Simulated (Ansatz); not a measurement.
# SiC (P6_3mc):B_C, thermodynamic levels from a 108-atom cell

Aim: at which Fermi levels does B_C in SiC (P6_3mc) change its charge? The model is a cell of 108 host atoms with 1 C taken out and 1 B put in.

Calculated with Ansatz 0.2.0; place-levels on r2SCAN runs: charge-transition levels and formation energies with image-charge correction and potential alignment at the atomic sites; PAW set soft_1.

**Measured values to reproduce.**

“Charge spill-out and work function of few-layer graphene on SiC(0001)” (2018, arxiv:1806.04908) quotes from earlier work for SiC, 6H (bulk crystal, literature): band gap (indirect gap, experimental literature value) 3.03 eV [Literature value cited in passing in the theory part; temperature and measurement method …].

## (1) Starting point

The cell holds 108 atoms: 54 Si, 53 C and 1 B. Its edges and angles: a = 9.236 Å, b = 9.236 Å, c = 15.108 Å, α = 90.0°, β = 90.0°, γ = 120.0°. It derives from SiC (space group P6_3mc). Nearest the centre at fractional (0.556, 0.444, 0.542): B59 at 0.00 Å, Si89 at 1.89 Å, Si53 at 1.89 Å, Si101 at 1.89 Å, Si51 at 1.89 Å, C23 at 3.08 Å, C47 at 3.08 Å, C11 at 3.08 Å.

Known beforehand: the electronic dielectric constant, (7.09, 7.09, 7.35), and the static one, (10.43, 10.43, 10.95), computed on the host (DFPT, PBEsol, on the r2SCAN cell), and a cell off the functional's own equilibrium shifts the ionic part.

The cell's shortest repeat is 9.2 Å.

## (2) Charge states

Levels follow from differences of total energies between charge states, each relaxed by itself.

Each atom starts 0.05 Å or so off its site in a random direction: a symmetric start keeps its symmetry, and would miss off-centre moves and Jahn–Teller distortions. Forces are taken at one point at (¼, ¼, ¼). The cell holds 1 electron more than the neutral one, with a uniform background that keeps it neutral on the whole.

The sampling was tested on the host first: at the k-points planned (1x1x1 shifted 0.25 0.25 0.25) its energy lies -0.041 eV an atom from the dense-mesh value, a large miss, so this sampling is coarse for the host.

One state's input; the others differ in charge, spin, start and seed, and in occupations where the table says so.

File qm1.relax/input.yaml:

```yaml
crystal:
  lattice:
    - [3.07866498, 0.0, 0.0]
    - [-1.53933249, 2.66620208, 0.0]
    - [0.0, 0.0, 15.1078644]
  atoms:
    - { symbol: Si, position: [0.33333333, 0.66666667, 0.8329854] }
    - { symbol: Si, position: [0.66666667, 0.33333333, 0.3329854] }
    - { symbol: Si, position: [0.66666667, 0.33333333, 0.66650102] }
    - { symbol: Si, position: [0.33333333, 0.66666667, 0.16650102] }
    - { symbol: Si, position: [0.0, 0.0, 0.49972248] }
    - { symbol: Si, position: [0.0, 0.0, 0.99972248] }
    - { symbol: C, position: [0.0, 0.0, 0.87436694] }
    - { symbol: C, position: [0.0, 0.0, 0.37436694] }
    - { symbol: C, position: [0.33333333, 0.66666667, 0.70799668] }
    - { symbol: C, position: [0.66666667, 0.33333333, 0.20799668] }
    - { symbol: C, position: [0.66666667, 0.33333333, 0.54152848] }
    - { symbol: C, position: [0.33333333, 0.66666667, 0.04152848] }
  supercell: [3, 3, 1]
  defects: [{ substitution: { at: 58, symbol: B } }]
total_charge: -1
basis:
  ecutwfc: 500
  xc_grid: 2
hamiltonian:
  xc: r2scan
  pseudopotentials: { kind: paw, azcp: { folder: soft_1 } }
kpoints:
  mp_grid: { grid: [1, 1, 1], shift: [0.25, 0.25, 0.25] }
scf:
  occupations: { method: fixed }
  max_iter: 80
output:
  forces: true
  charged_corrections:
    epsilon: [7.09, 7.09, 7.35]
    static_epsilon: [10.43, 10.43, 10.95]
relax:
  f_tol: 0.02
  max_steps: 80
  random_displacement: { amplitude: 0.05, seed: 108 }
checkpoint:
  write: "../qm1.relax.run"
  compress: false
  write_wavefunctions: true
  write_every: 100000
```

Launch:

```console
$ ansatz run input.yaml --threads 4 --pin off --max-ram 15073MiB --backend cpu --events-out ev --progress --plain --runs-dir out
```

The relaxed structure is kept and the sampling changed to a 2×2×2 shifted mesh.

The run of this state that the levels use, under r2SCAN:

File qm1.point/input.yaml:

```yaml
crystal:
  checkpoint: "../qm1.relax.run"
  host: checkpoint
total_charge: -1
basis:
  ecutwfc: 500
  xc_grid: 2
hamiltonian:
  xc: r2scan
  pseudopotentials: { kind: paw, azcp: { folder: soft_1 } }
kpoints:
  mp_grid: { grid: [2, 2, 2], shift: [0.5, 0.5, 0.5] }
scf:
  occupations: { method: fermi_dirac, width: 0.01 }
  max_iter: 80
output:
  forces: true
  eigenvalues: true
  charged_corrections:
    epsilon: [7.09, 7.09, 7.35]
    static_epsilon: [10.43, 10.43, 10.95]
    defect_position: [0.555556, 0.444444, 0.541528]
  eigenstates: { localisation: true }
  populations: true
  band_densities: [{ bands: [v1, v1] }, { bands: [c1, c1] }]
  write_density: true
  write_potential: true
  volumetric_format: npy
checkpoint:
  read: "../qm1.relax.run"
  write: "../qm1.point.run"
  compress: false
  write_wavefunctions: false
  write_every: 100000
```

Relaxations under r2SCAN at one point at (¼, ¼, ¼); times on 4 threads of Intel Xeon Platinum 8259CL at 2.50GHz (Skylake/Cascade Lake), shared host:

```csv
charge,moment (μB),occupations,outcome,steps,largest displacement against the far atoms (Å),time
−1,0,fixed,converged,6,0.03,3.2 min
0,1,fixed,converged,6,0.06,9.2 min
+1,0,fixed,converged,17,0.12,10 min
+1,2,fixed,converged,6,0.10,11 min
```

Single points under r2SCAN at a 2×2×2 shifted mesh; times on 4 threads of Intel Xeon Platinum 8259CL at 2.50GHz (Skylake/Cascade Lake), shared host:

```csv
charge,moment (μB),occupations,outcome,time
−1,0,fermi-dirac,converged,3.8 min
0,1,fermi-dirac,converged,13 min
+1,0,fermi-dirac,converged,3.6 min
+1,2,fermi-dirac,converged,11 min
```

Distances (Å) from B59 to the nearest atoms after relaxation with r2SCAN:

```csv
charge,moment (μB),1.,2.,3.,4.,5.,6.
−1,0,Si 1.90,Si 1.90,Si 1.90,Si 1.91,C 3.10,C 3.10
0,1,Si 1.92,Si 1.93,Si 1.93,Si 2.00,C 3.05,C 3.05
+1,0,Si 1.92,Si 1.93,Si 1.95,Si 2.07,C 2.99,C 3.01
+1,2,Si 1.94,Si 1.95,Si 2.00,Si 2.00,C 3.06,C 3.07
```

## (3) place-levels, r2SCAN

A charged cell interacts with its images and the background, and its potential has another zero than the host's. place-levels removes the first by a point-charge model, screened by the static dielectric constant since the ions have relaxed around the charge, and the second by comparing potentials at atoms far from the defect.

The host is a run of the defect-free crystal in the same cutoffs, grids and k-points, so that basis and sampling errors cancel in part in the differences. The host is run in a cell of 12 atoms on a matching mesh. Its band edges are searched through the zone by a band path, so the gap is smaller than, or equal to, that on the mesh. Chemical potentials are energies per atom of C (diamond) and B (alpha-rhombohedral (B12)), run with the same functional and cutoff. Carbon is taken as diamond, which semilocal functionals can put about 0.1 eV an atom over graphite.

File levels.point.yaml:

```yaml
host:
  run: host.point.run
states: [qm1.point.run, q0_M1.point.run, qp1.point.run, qp1_M2.point.run]
geometry_from:
  qm1.point.run: qm1.relax.run
  q0_M1.point.run: q0_M1.relax.run
  qp1.point.run: qp1.relax.run
  qp1_M2.point.run: qp1_M2.relax.run
  host.point.run: host.relax.run
chemical_potentials:
  C:
    energy: -251.553391
    dataset: "<sha256 of the dataset>"
  B:
    energy: -156.554104
    dataset: <sha256 of the dataset>
epsilon: [7.09, 7.09, 7.35]
static_epsilon: [10.43, 10.43, 10.95]
vertical:
  - { from: qm1.point.run, to: qm1.point_neutral.run }
  - { from: qp1.point.run, to: qp1.point_neutral.run }
  - { from: qp1_M2.point.run, to: qp1_M2.point_neutral.run }
```

Launch:

```console
$ ansatz place-levels levels.point.yaml -- --threads 4 --pin off --max-ram 15073MiB
```

Numbers of over 12 decimals in the logs are rounded to 6 here.

The log of the run:

```text
[... repeated set-up lines and file paths are left out, and long positions are rounded to six places ...]
(+1/0) 0.090 eV beneath the valence edge (-0.096 eV without the band-filling correction), in the valence band
(0/-1) 0.335 eV above the valence edge, 2.033 eV under the conduction edge
formation energy of charge +1: +2.847 eV with the Fermi level at the valence edge
formation energy of charge 0: +2.757 eV with the Fermi level at the valence edge
formation energy of charge -1: +3.092 eV with the Fermi level at the valence edge
vertical -1 to 0: no energy, since no alignment is typed
  the change from vertical[0].from (qm1.point.run) to vertical[0].to (qm1.point_neutral.run): by its potential at epsilon [7.09, 7.09, 7.35] it stands at 0.544 0.456 0.535, with an rms radius of about 3.5 Å (1.9 1.9 2.2 Å across the planes of the cell's [...]
vertical +1 to 0: no energy, since no alignment is typed
  the change from vertical[1].from (qp1.point.run) to vertical[1].to (qp1.point_neutral.run): by its spins about the atoms it stands at 0.572 0.426 0.536, with an rms radius of about 2.7 Å (1.5 1.4 1.7 Å across the planes of the cell's vectors); [...]
vertical +1 to 0: no energy, since no alignment is typed
  the change from vertical[2].from (qp1_M2.point.run) to vertical[2].to (qp1_M2.point_neutral.run): by its potential at epsilon [7.09, 7.09, 7.35] it stands at 0.546 0.481 0.542, with an rms radius of about 3.6 Å (1.4 1.9 2.7 Å across the planes of the cell's [...]
  edges by r2scan, gap 2.368 eV; the host is sampled to repeats of 18.47 Å
  the defect's cells are sampled to repeats of 18.47 Å, like sampling
  charge +1: -48043.5149 eV with its correction of +0.096 eV, at epsilon [10.43, 10.43, 10.95], aligned at sites: -0.0707 eV, mean over 69 atomic sites at or beyond 4.62 Å from the host's site at [0.5553, 0.4447, 0.5416] by the defect at [0.5556, 0.4444, [...]
  states[3] (qp1_M2.point.run): levels filled in part (TS 0.002 eV): its energy is of no whole electron's
  charge 0: +0.000 eV for its dipole among its images, +0.000 omitted
  charge -1: -48024.4073 eV with its correction of +0.173 eV, at epsilon [10.43, 10.43, 10.95], aligned at sites: -0.0063 eV, mean over 69 atomic sites at or beyond 4.62 Å from the host's site at [0.5553, 0.4447, 0.5416] by the defect at [0.5556, 0.4444, [...]
  charge +1: states[2] (qp1.point.run) stands 0.083 eV higher, with a moment of 0.00 μB against 2.00
  states[2] (qp1.point.run): levels filled in part (TS 0.008 eV): its energy is of no whole electron's
  of states[3] (qp1_M2.point.run): it parts from the run at its places by a charge that spreads by about 1.9 Å along one vector (1.4 Å or more is wide), by its potential at epsilon [7.09, 7.09, 7.35], taken for that of held ions (one typed too small widens [...]
  of states[1] (q0_M1.point.run): stability_check_not_made
  of states[0] (qm1.point.run): it parts from the run at its places by a charge that spreads by about 1.9 Å along one vector (1.4 Å or more is wide), by its potential at epsilon [7.09, 7.09, 7.35], taken for that of held ions (one typed too small widens it), [...]
  of states[2] (qp1.point.run): it parts from the run at its places by a charge that spreads by about 1.5 Å along one vector (1.4 Å or more is wide), by the spins about the atoms, where the cell does not tell a trapped carrier from a band state. [...]
  of vertical[0].from (qm1.point.run): it parts from the run at its places by a charge that spreads by about 1.9 Å along one vector (1.4 Å or more is wide), by its potential at epsilon [7.09, 7.09, 7.35], taken for that of held ions (one typed too small [...]
  vertical[0].to (qm1.point_neutral.run): levels filled in part (TS 0.006 eV): its energy is of no whole electron's
  of vertical[0].to (qm1.point_neutral.run): its moments are held at its close (magnetization.spin_locking), by a field of 0.051 eV a Bohr magneton, and its energy and levels are of the state that this holds: a run that lets them go can end lower; [...]
  vertical[1].from (qp1.point.run): levels filled in part (TS 0.008 eV): its energy is of no whole electron's
  of vertical[1].from (qp1.point.run): its sublattices stand up to 0.0189 Å off the host's, which by the two runs' forces adds about +0.03 eV to its energy against the host's, and moves the band edges: relax the crystal first, and build the cells on it; [...]
  of vertical[1].to (qp1.point_neutral.run): stability_check_not_made
  vertical[2].from (qp1_M2.point.run): levels filled in part (TS 0.002 eV): its energy is of no whole electron's
  of vertical[2].from (qp1_M2.point.run): stability_check_not_made; [...]
  of vertical[2].to (qp1_M2.point_neutral.run): it set out from the moments of a save, which an earlier run chose (saved_moments_taken); stability_check_not_made
```

Elapsed: 1 s, on 4 threads of Intel Xeon Platinum 8259CL at 2.50GHz (Skylake/Cascade Lake), shared host.

Levels between the charges placed, in eV above the valence top:

```csv
,gap (eV),(+1/0),(0/−1)
r2SCAN,2.37,-0.09,0.34
```

Corrections by state:

```csv
charge,moment (μB),image terms and alignment (eV),band filling (eV),ε used,"over the lowest of its charge, as the program ranks them, band filling apart (eV)"
+1,2.0,0.096,-0.006,"principal values (10.43, 10.43, 10.95)",0.000
0,1.0,0.000,-,-,0.000
−1,0.0,0.173,-,"principal values (10.43, 10.43, 10.95)",0.000
+1,0.0,0.082,-,"principal values (10.43, 10.43, 10.95)",0.083
```

The charged structures listed were also run neutral, and place-levels reads from each pair, by the potential or the spins, how wide the charge is by which they differ; that can be the carrier of either run.

```csv
charge,rms radius (Å),spread where it is widest against the cell (Å),wide from (Å),reading
+1,3.6,1.87,1.39,wide
−1,3.5,1.95,1.39,wide
```

The neutral runs of these pairs need not share the spin of the lowest neutral state, and very wide values only mean spread over the cell.

From the program's caveats on the states, each cut to its opening words:

- charge +1 (2 μB), −1: it parts from the run at its places by a charge that spreads by about 1.9 Å along one vector (1.4 Å or more is wide), by its potential at epsilon [7.09, 7.09, [...]
- charge +1 (2 μB): a band-filling correction moves a carrier to the host's band edge, which changes its energy by -0.006 eV
- charge +1 (2 μB): the host's ions (past the first shell or, of a walk that freed a part, those that it held) aren't shown at rest: they stand up to 0.037 Å off their sites, 0.99 [...]
- charge +1 (2 μB), 0 (1 μB): flagged: stability check not made
- charge +1: it parts from the run at its places by a charge that spreads by about 1.5 Å along one vector (1.4 Å or more is wide), by the spins about the atoms, where the [...]
- charge +1: the host's ions (past the first shell or, of a walk that freed a part, those that it held) aren't shown at rest: they stand up to 0.054 Å off their sites, 1.15 [...]
- charge +1: its sublattices stand up to 0.0189 Å off the host's, which by the two runs' forces adds about +0.03 eV to its energy against the host's, and moves the band [...]

The host's formation energy from the elements is -0.356 eV per atom; it sets how far the chemical potentials can move.

Limit set by the element alone; other compounds of these elements are not counted. Chemical potentials from the elements' reference states: C 0.00 eV, Si -0.71 eV, B 0.00 eV. Formation energy by charge state (C-rich; gap 2.37 eV):

```csv
charge,at valence top (eV),at conduction bottom (eV),correction included (eV)
+1,2.85,5.22,0.09
0,2.76,2.76,0.00
−1,3.09,0.72,0.17
```

```
Fermi level (eV)  lowest formation energy (eV)
            0.00                          2.76
            0.22                          2.76
            0.43                          2.66
            0.65                          2.45
            0.86                          2.23
            1.08                          2.02
            1.29                          1.80
            1.51                          1.58
            1.72                          1.37
            1.94                          1.15
            2.15                          0.94
            2.37                          0.72
```

Limit set by the element alone; other compounds of these elements are not counted. Chemical potentials from the elements' reference states: Si 0.00 eV, C -0.71 eV, B 0.00 eV. Formation energy by charge state (Si-rich; gap 2.37 eV):

```csv
charge,at valence top (eV),at conduction bottom (eV),correction included (eV)
+1,2.13,4.50,0.09
0,2.04,2.04,0.00
−1,2.38,0.01,0.17
```

Fermi level (eV), lowest formation energy (eV) and a bar:
```
     0.00       2.04 ##############################
     0.22       2.04 ##############################
     0.43       1.95 #############################
     0.65       1.73 #########################
     0.86       1.52 ######################
     1.08       1.30 ###################
     1.29       1.09 ################
     1.51       0.87 #############
     1.72       0.66 ##########
     1.94       0.44 ######
     2.15       0.23 ###
     2.37       0.01
```

## (4) Effect of the sampling

The relaxations' own energies give the levels at their sampling, for comparison.

File levels.relax_mesh.yaml:

```yaml
host:
  run: host.relax.run
states: [qm1.relax.run, q0_M1.relax.run, qp1.relax.run, qp1_M2.relax.run]
chemical_potentials:
  C:
    energy: -251.553391
    dataset: "<sha256 of the dataset>"
  B:
    energy: -156.554104
    dataset: <sha256 of the dataset>
```

Launch:

```console
$ ansatz place-levels levels.relax_mesh.yaml -- --threads 4 --pin off --max-ram 15073MiB
```

The log of the run:

```text
[...]
(0/-1) 0.355 eV above the valence edge, 2.023 eV under the conduction edge
formation energy of charge +1: +2.837 eV with the Fermi level at the valence edge
formation energy of charge 0: +2.706 eV with the Fermi level at the valence edge
formation energy of charge -1: +3.061 eV with the Fermi level at the valence edge
  edges by r2scan, gap 2.378 eV; the host is sampled to repeats of 16.00 Å
[... the lines on each state left out ...]
```

The job ended after 0.28 s (4 threads).

Levels between neighbouring charges, in eV above the valence top:

```csv
,gap (eV),(+1/0),(0/−1)
"one point at (¼, ¼, ¼)",2.38,-0.13,0.35
a 2×2×2 shifted mesh,2.37,-0.09,0.34
```

Going from one point at (¼, ¼, ¼) to a 2×2×2 shifted mesh moves the levels that carry no band-filling term by up to 0.02 eV and formation energies against the elements by up to 0.05 eV; band-filling terms, which differ between samplings, are in these energies.

## (5) Outcome

* gap of the host: 2.37 eV (r2SCAN)
* level (plus 1/0): 0.09 eV below the valence top (-0.10 eV above the valence top without the band-filling term)
* level (0/minus 1): 0.34 eV above the valence top
* lowest of the charges placed, just above the valence top (0.02 eV): 0
* lowest of the charges placed, just below the conduction bottom (0.02 eV): −1
* lowest formation energy at mid-gap of the charges run, C-rich: 1.91 eV
* lowest formation energy at mid-gap of the charges run, Si-rich: 1.19 eV

Of the charges placed (−1, 0 and +1), the lowest changes at 0.34 eV (0/−1) above the valence top, in a gap of 2.37 eV. Charges below −1 were not placed, so these runs say nothing of levels that involve them. States placed: +1 at 2 μB and 0 μB; 0 at 1 μB; −1 at 0 μB. Other spin states or structures, where not listed, weren't placed. B is taken at its element; compounds, which aren't counted here, bound the chemical potentials and would shift these formation energies. Going from one point at (¼, ¼, ¼) to a 2×2×2 shifted mesh moves the levels that carry no band-filling term by up to 0.02 eV and formation energies against the elements by up to 0.05 eV; band-filling terms, which differ between samplings, are in these energies. What this leaves open: r2SCAN makes the gap too small and tends to spread out bound carriers; force components of up to 0.66 eV/Å remain in a run at the final settings.

Calculation against experiment:

| quantity | measured | r2SCAN |
| --- | --- | --- |
| band gap (least gap of the host) (eV) | 3.03 | 2.37 (-0.66 eV) |

Measured values from arxiv:1806.04908 (2018).

**Verdict.** The band gap is off by -0.66 eV: a clear miss. Local and semilocal functionals usually give gaps below the measured ones. Zero-point and thermal motion shift the measured gap.

[Logs are printed without paths, hosts, clocks, repeated set-up lines and the standing remarks that a program may print on its own settings, such as how far it seeks lower states.]

[Hosts, paths, dates, database ids (printed as entryN), source tags and the programs' standing remarks are cut or masked in the printed files.]

[Where a table of states has a column of steps, it counts the stored structures, which are thinned; the runs took as many ionic steps or more.]

[A defect's name tells the site on which it was built; relaxed atoms can leave that site.]

[For some hosts the program warned that the k-mesh of the response run may be too coarse for force constants and the static dielectric constant; such warnings are not shown here.]
